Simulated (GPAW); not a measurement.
Consider RbCu4S3 (P4/mmm).

```xyz
8
Lattice="3.8751 0.0000 0.0000 0.0000 3.8751 0.0000 0.0000 0.0000 9.4967" Properties=species:S:1:pos:R:3 pbc="T T T"
Rb    0.0000    0.0000    4.7484
Cu    1.9375    0.0000    8.0021
Cu    1.9375    0.0000    1.4947
Cu    0.0000    1.9375    8.0021
Cu    0.0000    1.9375    1.4947
S     0.0000    0.0000    0.0000
S     1.9375    1.9375    6.7835
S     1.9375    1.9375    2.7132
```

Absorber: atom 2, with 2 S at 2.29 Å and 2 S at 2.45 Å (distorted tetrahedral, site symmetry 2mm). Method: GPAW, LDA, excited-electron core hole (neutral cell), 16-atom cell with 5.5 Å between holes, 3×3×3 k points, dipole transitions, Gaussian full width 1.55 eV up to 4 eV, rising linearly to 3.5 eV at 25 eV.

Where do the maxima of the Cu K edge fall?

Main maxima up to 30 eV above the zero (height): 5.0 eV (1.21), 7.4 eV (1.14), 11.6 eV (1.37), 18.8 eV (1.05) and 26.0 eV (1.20). A K edge sees empty p states on the absorber. The total-energy difference is 8990.96 eV. One term is added: -29.79 eV, since the hole is spin-paired here and a spin-polarised one costs that much less in the free atom (computed apart). The photon energy is then 8961.17 eV. The tabulated edge of the element is 8979 eV. The functional leaves an error in such absolute values: in the free atom LDA prices this hole 18.3 eV below PBE (computed apart), and PBE is itself good to a few eV.

The Cu K spectrum (energy from the lowest empty level; intensity scaled to a mean of 1 over the first 20 eV; polarised curves are means over the symmetry-equivalent atoms):

| E (eV) | isotropic | ε ⊥ c | ε ∥ c |
| --- | --- | --- | --- |
| -2.0 | 0.00 | 0.00 | 0.00 |
| -1.4 | 0.00 | 0.00 | 0.00 |
| -0.8 | 0.00 | 0.00 | 0.00 |
| -0.2 | 0.00 | 0.00 | 0.01 |
| 0.4 | 0.02 | 0.01 | 0.03 |
| 1.0 | 0.07 | 0.05 | 0.12 |
| 1.6 | 0.21 | 0.17 | 0.29 |
| 2.2 | 0.43 | 0.40 | 0.49 |
| 2.8 | 0.64 | 0.60 | 0.70 |
| 3.4 | 0.82 | 0.77 | 0.92 |
| 4.0 | 1.01 | 0.98 | 1.07 |
| 4.6 | 1.17 | 1.18 | 1.15 |
| 5.2 | 1.20 | 1.24 | 1.12 |
| 5.8 | 1.09 | 1.11 | 1.05 |
| 6.4 | 1.05 | 1.00 | 1.15 |
| 7.0 | 1.11 | 1.02 | 1.31 |
| 7.6 | 1.14 | 1.05 | 1.32 |
| 8.2 | 1.08 | 1.03 | 1.17 |
| 8.8 | 1.01 | 1.02 | 0.99 |
| 9.4 | 1.05 | 1.09 | 0.97 |
| 10.0 | 1.18 | 1.21 | 1.13 |
| 10.6 | 1.31 | 1.30 | 1.31 |
| 11.2 | 1.36 | 1.35 | 1.38 |
| 11.8 | 1.36 | 1.37 | 1.36 |
| 12.4 | 1.33 | 1.33 | 1.32 |
| 13.0 | 1.29 | 1.29 | 1.28 |
| 13.6 | 1.26 | 1.28 | 1.24 |
| 14.2 | 1.25 | 1.29 | 1.17 |
| 14.8 | 1.22 | 1.28 | 1.09 |
| 15.4 | 1.14 | 1.21 | 1.01 |
| 16.0 | 1.06 | 1.11 | 0.96 |
| 16.6 | 1.00 | 1.03 | 0.94 |
| 17.2 | 1.00 | 1.02 | 0.94 |
| 17.8 | 1.02 | 1.05 | 0.96 |
| 18.4 | 1.05 | 1.08 | 0.98 |
| 19.0 | 1.05 | 1.08 | 1.00 |
| 19.6 | 1.03 | 1.04 | 1.00 |
| 20.2 | 1.00 | 1.00 | 1.00 |
| 20.8 | 0.98 | 0.97 | 0.99 |
| 21.4 | 0.97 | 0.96 | 1.00 |
| 22.0 | 0.98 | 0.96 | 1.01 |
| 22.6 | 1.00 | 0.98 | 1.04 |
| 23.2 | 1.03 | 1.00 | 1.08 |
| 23.8 | 1.07 | 1.05 | 1.12 |
| 24.4 | 1.12 | 1.10 | 1.16 |
| 25.0 | 1.17 | 1.15 | 1.19 |
| 25.6 | 1.19 | 1.18 | 1.21 |
| 26.2 | 1.19 | 1.19 | 1.21 |
| 26.8 | 1.18 | 1.17 | 1.19 |
| 27.4 | 1.16 | 1.16 | 1.16 |
| 28.0 | 1.14 | 1.15 | 1.12 |
| 28.6 | 1.13 | 1.14 | 1.09 |
| 29.2 | 1.11 | 1.13 | 1.06 |
| 29.8 | 1.06 | 1.08 | 1.03 |
| 30.4 | 0.99 | 0.99 | 0.98 |
| 31.0 | 0.91 | 0.89 | 0.93 |
| 31.6 | 0.83 | 0.81 | 0.87 |

The script folds with a Gaussian, whereas the core hole's own line is a Lorentzian, so the onset is too steep and the first peak too high. The primitive cell holds an odd number of electrons, so a spin-paired run has to come out metallic; that is right for a metal, but some such compounds are magnetic or distorted insulators. The holes are only 5.5 Å apart, so the shape is probably not converged with cell size; no larger cell was run here. The mesh is coarse (0.40 Å⁻¹ between points), so small maxima may be mesh ripples. The structure is a computed Materials Project entry and may be a hypothetical form.

[Banner, clock and machine lines of the logs are left out without a mark of their own.]

[Logs are printed without paths, hosts, clocks, repeated set-up lines and the standing remarks that a program may print on its own settings, such as how far it seeks lower states.]

[Hosts, paths, dates, database ids (printed as entryN), source tags and the programs' standing remarks are cut or masked in the printed files.]

[Lists of maxima count a maximum above −3 eV only where it reaches 4 % of the highest in the window and stands out from its surroundings by 2 % of it (1.5 % where it reaches 55 %); shoulders and weaker maxima are passed over, and of the rest the first, up to two pre-edge ones and the few strongest are named.]
